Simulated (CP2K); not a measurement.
Two runs for the C K edge of methyloxirane. Run A: CP2K XAS_TDP, all-electron GAPW, PBEh(45%), aug-cc-pVDZ, TDA, no relativity. Run B differs in one setting.

First lines with a strength over 0.0015. A:

```tsv
atom	energy (eV)	states	strength, one atom
C1 (bonded to C and 3 H)	283.80	1	0.0072
	284.51	1	0.0175
	284.53	1	0.0200
	284.97	1	0.0030
	285.43	1	0.0058
C2 (bonded to 2 C, O and H)	285.07	1	0.0552
	285.55	1	0.0124
	286.14	1	0.0110
	286.57	1	0.0029
	287.33	1	0.0035
C3 (bonded to C, O and 2 H)	284.62	1	0.0431
	285.30	1	0.0073
	285.76	1	0.0195
	286.36	1	0.0185
	286.97	1	0.0060
```

B:

```tsv
atom	energy (eV)	states	strength, one atom
C1 (bonded to C and 3 H)	290.29	1	0.0070
	290.99	1	0.0171
	291.02	1	0.0196
	291.45	1	0.0030
	291.91	1	0.0057
C2 (bonded to 2 C, O and H)	291.21	1	0.0541
	291.69	1	0.0121
	292.29	1	0.0108
	292.71	1	0.0028
	293.47	1	0.0034
C3 (bonded to C, O and 2 H)	290.95	1	0.0422
	291.63	1	0.0072
	292.10	1	0.0191
	292.69	1	0.0181
	293.30	1	0.0058
```

**Question.** Which was it: GW2X switched on, the functional, the basis, scalar relativity switched on?

GW2X switched on. GW2X shifts an atom's lines together and keeps their spacings. Against PBEh(45%) in aug-cc-pVDZ, the leading lines move by +6.49 eV (C1, to 290.29), +6.14 eV (C2, to 291.21) and +6.33 eV (C3, to 290.95).

[Banner, clock and machine lines of the logs are left out without a mark of their own.]

[Logs are printed without paths, hosts, clocks, repeated set-up lines and the standing remarks that a program may print on its own settings, such as how far it seeks lower states.]

[Hosts, paths, dates, database ids (printed as entryN), source tags and the programs' standing remarks are cut or masked in the printed files.]
